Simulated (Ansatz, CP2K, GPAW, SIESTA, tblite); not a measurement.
## Finding the fault: SIESTA, liquid (Na,Li)Cl at 1300 K (154 atoms)

Program: SIESTA 5.4.2, a calculation on a cell of 36 Na, 41 Li and 77 Cl, 28.4 Å³ an atom.

Contents of input.fdf:

```
SystemLabel cell
NumberOfAtoms 154
NumberOfSpecies 3
%block ChemicalSpeciesLabel
  1 11 Na
  2 3 Li
  3 17 Cl
%endblock ChemicalSpeciesLabel
LatticeConstant 1.0 Ang
%block LatticeVectors
  16.35220 0.00000 0.00000
  0.00000 16.35220 0.00000
  0.00000 0.00000 16.35220
%endblock LatticeVectors
PAO.BasisSize DZP
PAO.EnergyShift 0.3 Ry
PAO.Polarization.NonPerturbative T
XC.Functional GGA
XC.Authors PBE
MeshCutoff 500 Ry
%block kgrid_Monkhorst_Pack
  1 0 0 0.0
  0 1 0 0.0
  0 0 1 0.0
%endblock kgrid_Monkhorst_Pack
SolutionMethod diagon
OccupationFunction FD
ElectronicTemperature 580 K
SCF.Mixer.Method Pulay
SCF.Mixer.Weight 0.15
SCF.Mixer.History 8
SCF.Mix Hamiltonian
MaxSCFIterations 60
SCF.DM.Tolerance 1e-04
SCF.H.Tolerance 1.0e-3 eV
WriteForces T
Write.HirshfeldPop T
Write.VoronoiPop T
Write.DM F
Write.H F
XML.Write F
AtomicCoordinatesFormat Fractional
%block AtomicCoordinatesAndAtomicSpecies
  0.55455 0.31994 0.63536 1
  0.05328 0.69232 0.03039 1
  0.02162 0.92833 0.20210 1
  0.23194 0.81748 0.14556 1
  0.22729 0.65575 0.91900 1
  0.31449 0.61869 0.12129 1
  0.38375 0.82647 0.87918 1
  0.85501 0.72759 0.60667 1
  0.60551 0.00308 0.13833 1
  0.05947 0.27163 0.88545 1
[... 140 atom lines left out ...]
  0.07030 0.41829 0.49504 3
  0.55087 0.18516 0.29986 3
  0.36824 0.23026 0.07236 3
  0.13365 0.28190 0.23150 3
%endblock AtomicCoordinatesAndAtomicSpecies
```

On the command line:

```sh
$ OMP_NUM_THREADS=1 mpirun -np 4 siesta < input.fdf > output.txt
```

The program printed:

```text
Version         : 5.4.2
reinit: System Name:
reinit: System Label: cell
initatom: Reading input for the pseudopotentials and atomic orbitals ----------
Species number:   1 Atomic number:   11 Label: Na
Species number:   2 Atomic number:    3 Label: Li
Species number:   3 Atomic number:   17 Label: Cl
Ground state valence configuration (from tables):   3s01  3p00  3d00  4f00
Ground state valence configuration (from tables):   2s01  2p00  3d00  4f00
Ground state valence configuration (from tables):   3s02  3p05  3d00  4f00
---- Processing specs for species: Na
GGA--PBE XC_GGA_X_PBE--XC_GGA_C_PBE pb
Semicore shell(s) with  8 electrons included in the valence for Na
---- Processing specs for species: Li
GGA--PBE XC_GGA_X_PBE--XC_GGA_C_PBE pb
Semicore shell(s) with  2 electrons included in the valence for Li
---- Processing specs for species: Cl
GGA--PBE XC_GGA_X_PBE--XC_GGA_C_PBE pb
Semicore shell(s): 2s 2p
Fallback to non-perturbative polarization scheme for Na
Please see the manual if this is not desired in principle
Semicore shell(s): 1s
[... lines left out ...]
Total number of electrons:   986.000000
[... lines left out ...]
stepf: Fermi-Dirac step function
        iscf     Eharris(eV)        E_KS(eV)     FreeEng(eV)     dDmax    Ef(eV) dHmax(eV)
[... lines left out ...]
SCF Convergence by DM+H criterion
[... lines left out ...]
SCF cycle converged after 37 iterations
[... lines left out ...]
----------------------------------------
   Max    8.590819
   Res    2.993895    sqrt( Sum f_i^2 / 3N )
----------------------------------------
   Max    8.590819    constrained
Stress tensor Voigt[x,y,z,yz,xz,xy] (kbar):      587.94      609.60      620.31        0.69       14.59      -25.24
(Free)E + p*V (eV/cell)   -85632.8078
Target enthalpy (eV/cell)   -83979.1151
siesta: Program's energy decomposition (eV):
siesta: Ebs     =    -11598.928787
siesta: Eions   =    121627.690103
siesta: Ena     =     16202.667786
siesta: Ekin    =     52657.217225
siesta: Enl     =    -15399.953573
siesta: DEna    =      2890.671895
siesta: DUscf   =       388.071850
siesta: Ex      =    -17876.844324
siesta: Ec      =     -1212.995665
siesta: Exc     =    -19089.839988
siesta: Eharris =    -83978.854913
siesta: Etot    =    -83978.854909
siesta: FreeEng =    -83979.115115
siesta: Final energy (eV):
siesta:  Band Struct. =  -11598.928787
siesta:       Kinetic =   52657.217225
siesta:       Hartree =   37086.162973
siesta:         Exch. =  -17876.844324
siesta:         Corr. =   -1212.995665
siesta:   Exch.-corr. =  -19089.839988
siesta:  Ion-electron = -117664.768531
siesta:       Ion-ion =  -36967.626588
siesta:         Total =  -83978.854909
siesta:         Fermi =       3.555562
siesta: Stress tensor (static) (eV/Ang**3):
siesta:     0.366961   -0.015754    0.009105
siesta:    -0.015754    0.380482    0.000430
siesta:     0.009105    0.000430    0.387169
siesta: Cell volume =       4372.487441 Ang**3
siesta: Pressure (static):
siesta:                Solid            Molecule  Units
siesta:          -0.00411916         -0.00409672  Ry/Bohr**3
siesta:          -0.37820410         -0.37614321  eV/Ang**3
siesta:        -605.94977094       -602.64786440  kBar
    Orbital volume contribution        =          20.940814 eV
    (Free)E + p_basis*V_orbitals       =      -83958.174301 eV
    (Free)Eharris+ p_basis*V_orbitals  =      -83958.174305 eV
Hirshfeld Atomic Populations:
Atom #   charge [q] valence [e]  Species
     1    -0.270575    9.270575  Na
     2    -0.277209    9.277209  Na
     3    -0.262933    9.262933  Na
[...]
37    -0.665689    3.665689  Li
    38    -0.744076    3.744076  Li
    39    -0.494611    3.494611  Li
[...]
78     0.536156    6.463844  Cl
    79     0.386155    6.613845  Cl
    80     0.505874    6.494126  Cl
[...]
--------------------
 Total    -0.002253
Voronoi Atomic Populations:
Atom #   charge [q] valence [e]  Species
[...]
35    -0.069678    9.069678  Na
    36    -0.012989    9.012989  Na
[...]
76    -0.555325    3.555325  Li
    77    -0.578395    3.578395  Li
[...]
153     0.417334    6.582666  Cl
   154     0.389661    6.610339  Cl
--------------------
 Total    -0.002252
```

The job ended after 2.9 min (4 MPI ranks of Arm Neoverse V2, shared host; peak memory 2.8 GiB).

Banners, paths, timers and routine set-up lines are dropped from the logs unmarked, and long logs keep their key lines alone; longer cuts are marked.

Why should this run not be trusted?

Orbitals confined far too tightly: energy shift 0.3 Ry. The sound run has energy shift 0.01 Ry.

The run converged all the same, so the exit status doesn't show the fault.

[Also dropped from logs without a mark: logging warnings of Python, and SIESTA's first energy breakdown and zero terms.]

[Logs are printed without paths, hosts, clocks, repeated set-up lines and the standing remarks that a program may print on its own settings, such as how far it seeks lower states.]

[Hosts, paths, dates, database ids (printed as entryN), source tags and the programs' standing remarks are cut or masked in the printed files.]

[In the cut log the line «Semicore shell(s)» belongs to another species than the heading above it.]
